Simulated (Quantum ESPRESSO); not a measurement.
## Core-hole calculation of the Y L₃ edge in YS (Fm-3m)

What does one-electron theory with a core hole give for the Y L₃ edge of YS (Fm-3m)?

Method: X-ray absorption near-edge structure, plane-wave PAW LDA, one-electron final states by a Lanczos continued fraction, in Quantum ESPRESSO 7.5.

## 1. Starting point

It takes space group Fm-3m (No. 225, cubic). The conventional cell has a = 5.487 Å, b = 5.487 Å, c = 5.487 Å, α = 90.00°, β = 90.00°, γ = 90.00°. Nearest to Y lie 6 S at 2.74 Å. Nearest to S lie 6 Y at 2.74 Å. Farther neighbours and most contacts between anions are not listed.

## 2. Ground state of the crystal

The ground state comes first: it tells whether the system has a gap, which decides how the excited electron is treated.

The input, scf.in:

```
&control
   calculation='scf', prefix='x', pseudo_dir='../pp', outdir='tmp', tprnfor=.true.
/
&system
   ibrav=0, nat=2, ntyp=2, nbnd=13
   ecutwfc=41, ecutrho=420
   occupations='smearing', smearing='mv', degauss=0.015
/
&electrons
   conv_thr=2.0e-08, electron_maxstep=120
   mixing_beta=0.5
/
ATOMIC_SPECIES
Y3 1.0 Y.lda-spn-kjpaw.UPF
S 1.0 S.lda-nl-kjpaw.UPF
CELL_PARAMETERS angstrom
  0.00000000 2.74365000 2.74365000
  2.74365000 0.00000000 2.74365000
  2.74365000 2.74365000 0.00000000
ATOMIC_POSITIONS crystal
Y3   0.50000000 0.50000000 0.50000000
S    0.00000000 0.00000000 0.00000000
K_POINTS automatic
8 8 8 0 0 0
```

The input, Y.lda-spn-kjpaw.ld1.in:

```
&input
   title='Y', zed=39., rel=1, iswitch=3, dft='PZ',
   config='[Kr] 5s2 5p0 4d1'
/
&inputp
   file_pseudopw='Y.lda-spn-kjpaw.UPF', author='',
   lpaw=.true.,
   pseudotype=3,
   lloc=-1,
   rcloc=1.6,
   which_augfun='PSQ',
   rmatch_augfun_nc=.true.,
   nlcc=.true.,
   new_core_ps=.true.,
   rcore=1.2,
   tm=.true.,
   lgipaw_reconstruction=.true., use_paw_as_gipaw=.true.
/
6
4S  1  0  2.00  0.00  1.20  1.40  0.0
5S  2  0  2.00  0.00  1.20  1.40  0.0
4P  2  1  6.00  0.00  1.30  1.60  0.0
5P  3  1  0.00  0.00  1.30  1.60  0.0
4D  3  2  1.00  0.00  1.20  1.80  0.0
4D  3  2  0.00  0.50  1.20  1.80  0.0
```

The input, S.lda-nl-kjpaw.ld1.in:

```
&input
   title='S', zed=16., rel=1, iswitch=3, dft='PZ',
   config='[Ne] 3s2 3p4 3d-1'
/
&inputp
   file_pseudopw='S.lda-nl-kjpaw.UPF', author='',
   lpaw=.true.,
   pseudotype=3,
   lloc=2,
   which_augfun='PSQ',
   rmatch_augfun_nc=.true.,
   nlcc=.true.,
   new_core_ps=.true.,
   rcore=1.5,
   tm=.true.,
   lgipaw_reconstruction=.true., use_paw_as_gipaw=.true.
/
5
3S  1  0  2.00  0.00  1.50  1.70  0.0
3S  1  0  0.00  6.00  1.50  1.70  0.0
3P  2  1  4.00  0.00  1.50  1.70  0.0
3P  2  1  0.00  3.00  1.50  1.70  0.0
3D  3  2  0.00  1.50  1.60  1.60  0.0
```

Command:

```console
$ OMP_NUM_THREADS=1 mpirun --oversubscribe --bind-to none -np 4 pw.x -nk 4 -in scf.in > scf.out
```

Log:

```text
     [... banner and references ...]
using ibrav=0 with symmetry is DISCOURAGED, use correct ibrav instead

     G-vector sticks info
     --------------------

     Using Slab Decomposition

     bravais-lattice index     =            0
     lattice parameter (alat)  =       7.3323  a.u.
     unit-cell volume          =     278.7486 (a.u.)^3
     number of atoms/cell      =            2
     number of atomic types    =            2
     number of electrons       =        17.00
     number of Kohn-Sham states=           13
     kinetic-energy cutoff     =      41.0000  Ry
     charge density cutoff     =     420.0000  Ry
     scf convergence threshold =      2.0E-08
     mixing beta               =       0.5000
     number of iterations used =            8  plain     mixing
     Exchange-correlation= SLA  PZ   NOGX NOGC
                           (   1   1   0   0   0   0   0)

     celldm(1)=   7.332340  celldm(2)=   0.000000  celldm(3)=   0.000000
     celldm(4)=   0.000000  celldm(5)=   0.000000  celldm(6)=   0.000000

     crystal axes: (cart. coord. in units of alat)
               a(1) = (   0.000000   0.707107   0.707107 )
               a(2) = (   0.707107   0.000000   0.707107 )
               a(3) = (   0.707107   0.707107   0.000000 )

     reciprocal axes: (cart. coord. in units 2 pi/alat)
               b(1) = ( -0.707107  0.707107  0.707107 )
               b(2) = (  0.707107 -0.707107  0.707107 )
               b(3) = (  0.707107  0.707107 -0.707107 )

     ../pp/Y.lda-spn-kjpaw.UPF
     Pseudo is Projector augmented-wave + core cor, Zval = 11.0
     Shape of augmentation charge: PSQ
     Using radial grid of 1223 points,  6 beta functions with:
                l(1) =   0
                l(2) =   0
                l(3) =   1
                l(4) =   1
                l(5) =   2
                l(6) =   2
     Q(r) pseudized with 0 coefficients

     ../pp/S.lda-nl-kjpaw.UPF
     Pseudo is Projector augmented-wave + core cor, Zval =  6.0
     Shape of augmentation charge: PSQ
     Using radial grid of 1151 points,  4 beta functions with:
                l(1) =   0
                l(2) =   0
                l(3) =   1
                l(4) =   1
     Q(r) pseudized with 0 coefficients

     atomic species   valence    mass     pseudopotential
     Y3               11.00     1.00000     Y ( 1.00)
     S                 6.00     1.00000     S ( 1.00)

     48 Sym. Ops., with inversion, found

   Cartesian axes

     site n.     atom                  positions (alat units)
         1        Y3     tau(   1) = (   0.7071068   0.7071068   0.7071068  )
         2        S      tau(   2) = (   0.0000000   0.0000000   0.0000000  )

     number of k points=    29  Marzari-Vanderbilt smearing, width (Ry)=  0.0150
                       cart. coord. in units 2pi/alat
        k(    1) = (   0.0000000   0.0000000   0.0000000), wk =   0.0039062
        k(    2) = (   0.0883883   0.0883883  -0.0883883), wk =   0.0312500
        k(    3) = (   0.1767767   0.1767767  -0.1767767), wk =   0.0312500
        k(    4) = (   0.2651650   0.2651650  -0.2651650), wk =   0.0312500
        k(    5) = (  -0.3535534  -0.3535534   0.3535534), wk =   0.0156250
[...]
k(   27) = (   0.0000000  -0.3535534   0.5303301), wk =   0.0937500
        k(   28) = (  -0.7071068   0.1767767  -0.0000000), wk =   0.0468750
        k(   29) = (  -0.7071068   0.3535534   0.0000000), wk =   0.0234375

     Dense  grid:    40533 G-vectors     FFT dimensions: (  48,  48,  48)

     Smooth grid:     9841 G-vectors     FFT dimensions: (  30,  30,  30)

     Initial potential from superposition of free atoms

     starting charge      16.9965, renormalised to      17.0000
     Starting wfcs are   17 randomized atomic wfcs
     Checking if some PAW data can be deallocated...

     per-process dynamical memory:    36.7 Mb

     Self-consistent Calculation

[...]
iteration #  7     ecut=    41.00 Ry     beta= 0.50
     Davidson diagonalization with overlap
     ethr =  9.28E-09,  avg # of iterations =  1.3

     total energy              =    -339.04009473 Ry
     estimated scf accuracy    <       0.00000040 Ry

     iteration #  8     ecut=    41.00 Ry     beta= 0.50
     Davidson diagonalization with overlap
     ethr =  2.33E-09,  avg # of iterations =  2.3

     End of self-consistent calculation

          k = 0.0000 0.0000 0.0000 (  1243 PWs)   bands (ev):

   -30.9010 -10.8801 -10.8801 -10.8801  -2.7131   8.9576   8.9576   8.9576
    12.1029  12.1029  12.1029  12.9487  12.9487

          k = 0.0884 0.0884-0.0884 (  1254 PWs)   bands (ev):

   -30.8966 -10.9507 -10.8851 -10.8851  -2.5363   8.1335   8.5270   8.5270
    12.2702  12.4117  12.4117  13.6584  13.6584

          k = 0.1768 0.1768-0.1768 (  1239 PWs)   bands (ev):

   -30.8859 -11.1137 -10.8968 -10.8968  -2.0920   6.7372   7.7983   7.7983
    12.6208  13.2066  13.2066  15.2819  15.2819

          k = 0.2652 0.2652-0.2652 (  1239 PWs)   bands (ev):

   -30.8752 -11.2676 -10.9085 -10.9085  -1.6091   5.6333   7.2674   7.2674
    13.3820  14.3293  14.3293  16.0694  17.1305

          k =-0.3536-0.3536 0.3536 (  1224 PWs)   bands (ev):

   -30.8707 -11.3291 -10.9134 -10.9134  -1.3916   5.2086   7.0799   7.0799
    14.3653  14.9941  15.0753  15.0753  18.6694

          k = 0.1768 0.0000 0.0000 (  1251 PWs)   bands (ev):

[...]
k = 0.2652 0.0884-0.0884 (  1245 PWs)   bands (ev):

[...]
k = 0.3536 0.1768-0.1768 (  1247 PWs)   bands (ev):

[...]
k =-0.2652-0.4419 0.4419 (  1225 PWs)   bands (ev):

[...]
k =-0.1768-0.3536 0.3536 (  1234 PWs)   bands (ev):

[...]
k =-0.0884-0.2652 0.2652 (  1241 PWs)   bands (ev):

[...]
k = 0.0000-0.1768 0.1768 (  1249 PWs)   bands (ev):

[...]
k = 0.3536 0.0000 0.0000 (  1243 PWs)   bands (ev):

[...]
k = 0.4419 0.0884-0.0884 (  1240 PWs)   bands (ev):

[...]
k =-0.1768-0.5303 0.5303 (  1231 PWs)   bands (ev):

[...]
k = 0.0000-0.3536 0.3536 (  1243 PWs)   bands (ev):

[...]
k = 0.5303-0.0000 0.0000 (  1246 PWs)   bands (ev):

[...]
k = 0.0000-0.5303 0.5303 (  1234 PWs)   bands (ev):

[...]
k =-0.7071 0.0000 0.0000 (  1234 PWs)   bands (ev):

[...]
k = 0.3536 0.1768 0.0000 (  1248 PWs)   bands (ev):

[...]
k =-0.1768-0.3536 0.5303 (  1218 PWs)   bands (ev):

[...]
k =-0.1768-0.5303 0.7071 (  1240 PWs)   bands (ev):

[...]
k =-0.0884-0.4419 0.6187 (  1228 PWs)   bands (ev):

[...]
k = 0.0000-0.3536 0.5303 (  1230 PWs)   bands (ev):

   -30.8640 -11.1743 -11.0840 -10.9677  -1.7075   6.2447   7.2024   7.2694
    13.3061  13.5290  15.1275  15.5777  16.7654

          k =-0.7071 0.1768-0.0000 (  1230 PWs)   bands (ev):

   -30.8613 -11.1770 -11.0377 -11.0243  -1.9469   6.8961   7.4967   7.6958
    11.0718  14.7254  15.2478  15.9761  16.1211

          k =-0.7071 0.3536 0.0000 (  1232 PWs)   bands (ev):

   -30.8612 -11.1077 -11.1077 -11.0399  -1.8019   6.8790   7.1431   7.1431
    13.1527  13.1527  15.0708  15.7090  16.1308

     the Fermi energy is    12.3215 ev

!    total energy              =    -339.04009484 Ry
     total all-electron energy =     -7559.474550 Ry
     estimated scf accuracy    <          4.5E-10 Ry
     smearing contrib. (-TS)   =      -0.00056533 Ry
     internal energy E=F+TS    =    -339.03952951 Ry

     The total energy is F=E-TS. E is the sum of the following terms:
     one-electron contribution =      -8.81504730 Ry
     hartree contribution      =      13.21543222 Ry
     xc contribution           =     -23.09934289 Ry
     ewald contribution        =     -83.28931699 Ry
     one-center paw contrib.   =    -237.05125455 Ry

     convergence has been achieved in   8 iterations

     Forces acting on atoms (cartesian axes, Ry/au):

     atom    1 type  1   force =    -0.00000000   -0.00000000    0.00000000
     atom    2 type  2   force =    -0.00000000   -0.00000000   -0.00000000

     Total force =     0.000000     Total SCF correction =     0.000000

     XML data file, charge density, pseudopotentials, collected wavefunctions

=------------------------------------------------------------------------------=
   JOB DONE.
=------------------------------------------------------------------------------=
```

The job ended after 4 s (4 MPI ranks of Intel Xeon Platinum 8488C (Sapphire Rapids), shared host; peak memory 0.1 GiB).

Absorbing atoms carry a label of their own (element plus a letter or digit), as the spectrum program needs them as separate species.

The mesh shows no gap, so the system is treated as a metal and the core electron is put at the Fermi level (neutral cell).

## 3. Spectrum without a core hole, Y atom 1

This cheap baseline ignores the attraction of the hole: it shows the absorber's empty states as they are in the ground state.

The absorber has 6 S at 2.74 Å (octahedral, site symmetry m-3m).

The input, xspectra.in:

```
&input_xspectra
   calculation='xanes_dipole', edge='L3'
   prefix='x', outdir='tmp', xiabs=1, xe0=12.3215
   xonly_plot=.false., x_save_file='xanes.sav'
   xniter=3000, xcheck_conv=20, xerror=0.005
   xcoordcrys=.false., xepsilon(1)=1, xepsilon(2)=0, xepsilon(3)=0
/
&plot
   xnepoint=413, xemin=-10, xemax=45, terminator=.true., cut_occ_states=.true.
   xgamma=0.4
/
&pseudos
   filecore='../Y.wfc'
/
&cut_occ
   cut_desmooth=0.1, cut_stepl=0.05, cut_stepu=0.05, cut_ierror=1e-5
/
7 7 7 0 0 0
```

Command:

```console
$ OMP_NUM_THREADS=1 mpirun --oversubscribe --bind-to none -np 4 xspectra.x -nk 4 -in xspectra.in > xspectra.out
```

Log:

```text
     [... banner and references ...]
Reading input_file

     calculation: xanes_dipole

     xepsilon  [cartesian coordinates]:   1.000000   0.000000   0.000000

     xonly_plot: FALSE
        => complete calculation: Lanczos + spectrum plot

     filecore (core-wavefunction file): ../Y.wfc

     main plot parameters:
        cut_occ_states: TRUE
        gamma_mode:  constant
        -> using xgamma [eV]:  0.40
        xemin [eV]: -10.00
        xemax [eV]:  45.00
        xnepoint:  413
        xe0 [eV]:  12.321500 (energy zero read in input file)

[...]
Results of STEP 1 successfully written in x_save_file
     x_save_file name:
     ->  xanes.sav
     x_save_file version:  2

     ... End STEP 1 ...

     ... Begin STEP 2 ...

     The spectrum is calculated using the following parameters:
        xe0 [eV]:   12.3215
        the occupied states are elimintate from the spectrum
        xemin [eV]: -10.00
        xemax [eV]:  45.00
        xnepoint:  413
        constant broadening parameter [eV]:    0.400
        Core level energy [eV]:  -2080.
         (from electron binding energy of neutral atoms in X-ray data booklet)

     Cross-section successfully written in xanes.dat

     ... End STEP 2 ...

                                END JOB XSpectra
```

It took 30 s on 4 MPI ranks; peak memory 0.1 GiB.

The core hole lives too briefly for so narrow a line (tabulated full width 1.5 eV). The run keeps xgamma small, and the tables are broadened afterwards: Lorentzian half width 0.75 eV up to 4 eV, rising linearly to 1.75 eV at 25 eV (not a setting of the program: the run's 0.4 eV curve was folded afterwards with a further Lorentzian).

The Y L₃ spectrum, Y atom 1, no core hole (energy from the energy zero of the input (xe0, at the border of filled and empty states); intensity scaled to a mean of 1 over the first 20 eV; folded afterwards to Lorentzian half width 0.75 eV up to 4 eV, rising linearly to 1.75 eV at 25 eV; the points at xe0, where the cut of filled states can leave a spike, are interpolated):

```csv
E (eV),intensity
-2.0,0.16
-1.5,0.21
-1.0,0.28
-0.5,0.41
0.0,0.64
0.5,0.89
1.0,1.16
1.5,1.52
2.0,1.88
2.5,2.27
3.0,2.44
3.5,2.37
4.0,1.94
4.5,1.45
5.0,1.20
5.5,1.11
6.0,1.03
6.5,1.02
7.0,1.08
7.5,1.08
8.0,1.07
8.5,1.04
9.0,0.96
9.5,0.85
10.0,0.79
10.5,0.80
11.0,0.81
11.5,0.76
12.0,0.69
12.5,0.62
13.0,0.56
13.5,0.54
14.0,0.54
14.5,0.57
15.0,0.60
15.5,0.63
16.0,0.66
16.5,0.68
17.0,0.69
17.5,0.68
18.0,0.65
18.5,0.61
19.0,0.58
19.5,0.55
20.0,0.52
20.5,0.51
21.0,0.51
21.5,0.53
22.0,0.54
22.5,0.54
23.0,0.53
23.5,0.53
24.0,0.53
24.5,0.54
25.0,0.56
25.5,0.59
26.0,0.60
26.5,0.61
27.0,0.62
27.5,0.62
28.0,0.61
28.5,0.60
29.0,0.58
29.5,0.56
30.0,0.55
30.5,0.55
31.0,0.55
31.5,0.56
32.0,0.56
```

Main maxima below 30 eV (height): 3.1 eV (2.45), 7.2 eV (1.09), 17.0 eV (0.70) and 27.2 eV (0.62). At an L edge the dipole rule selects empty d (and weakly s) states on the absorber, and the strong line at the onset measures the empty part of its d band.

## 4. Reference energy of the supercell

The photon energy needs a difference of total energies, so the cell and mesh of the coming hole run are first run without a hole.

The input, scf.in:

```
&control
   calculation='scf', prefix='x', pseudo_dir='../pp', outdir='tmp', tprnfor=.true.
/
&system
   ibrav=0, nat=8, ntyp=2, nbnd=42
   ecutwfc=41, ecutrho=420
   occupations='smearing', smearing='mv', degauss=0.015
/
&electrons
   conv_thr=8.0e-08, electron_maxstep=120
   mixing_beta=0.5
/
ATOMIC_SPECIES
Y 1.0 Y.lda-spn-kjpaw.UPF
S 1.0 S.lda-nl-kjpaw.UPF
CELL_PARAMETERS angstrom
  0.00000000 0.00000000 5.48730000
  5.48730000 0.00000000 0.00000000
  0.00000000 5.48730000 0.00000000
ATOMIC_POSITIONS crystal
Y    0.50000000 0.50000000 0.50000000
Y    0.50000000 0.00000000 0.00000000
Y    0.00000000 0.00000000 0.50000000
Y    0.00000000 0.50000000 0.00000000
S    0.00000000 0.00000000 0.00000000
S    0.00000000 0.50000000 0.50000000
S    0.50000000 0.50000000 0.00000000
S    0.50000000 0.00000000 0.50000000
K_POINTS automatic
5 5 5 0 0 0
```

Command:

```console
$ OMP_NUM_THREADS=1 mpirun --oversubscribe --bind-to none -np 4 pw.x -nk 4 -in scf.in > scf.out
```

Log:

```text
     [... banner and references ...]
[banner, memory and clock lines left out]
Found identity + (  0.0000  0.5000  0.5000) symmetry
     This is a supercell, fractional translations are disabled
     using ibrav=0 with symmetry is DISCOURAGED, use correct ibrav instead

     G-vector sticks info

     bravais-lattice index     =            0
     lattice parameter (alat)  =      10.3695  a.u.
     unit-cell volume          =    1114.9945 (a.u.)^3
[...]
atom    1 type  1   force =     0.00000000    0.00000000    0.00000000
     atom    2 type  1   force =     0.00000000    0.00000000    0.00000000
     atom    3 type  1   force =     0.00000000    0.00000000    0.00000000
[...]
atom    7 type  2   force =     0.00000000    0.00000000    0.00000000
     atom    8 type  2   force =     0.00000000    0.00000000    0.00000000

     Total force =     0.000000     Total SCF correction =     0.000000

     XML data file, charge density, pseudopotentials, collected wavefunctions
[key lines of the parts left out:]
!    total energy              =   -1356.15753013 Ry
the Fermi energy is    12.4334 ev
convergence has been achieved in   9 iterations
```

The job ended after 15 s (4 MPI ranks; peak memory 0.27 GiB; 59 s of CPU time).

Reference energy: -411407.525 eV with the cores included.

(Part 1 of 3 ends here.)

[Banner, clock and machine lines of the logs are left out without a mark of their own.]

[Logs are printed without paths, hosts, clocks, repeated set-up lines and the standing remarks that a program may print on its own settings, such as how far it seeks lower states.]

[Hosts, paths, dates, database ids (printed as entryN), source tags and the programs' standing remarks are cut or masked in the printed files.]

[Lists of maxima count a maximum above −3 eV only where it reaches 4 % of the highest in the window and stands out from its surroundings by 2 % of it (1.5 % where it reaches 55 %); shoulders and weaker maxima are passed over, and of the rest the first, up to two pre-edge ones and the few strongest are named.]
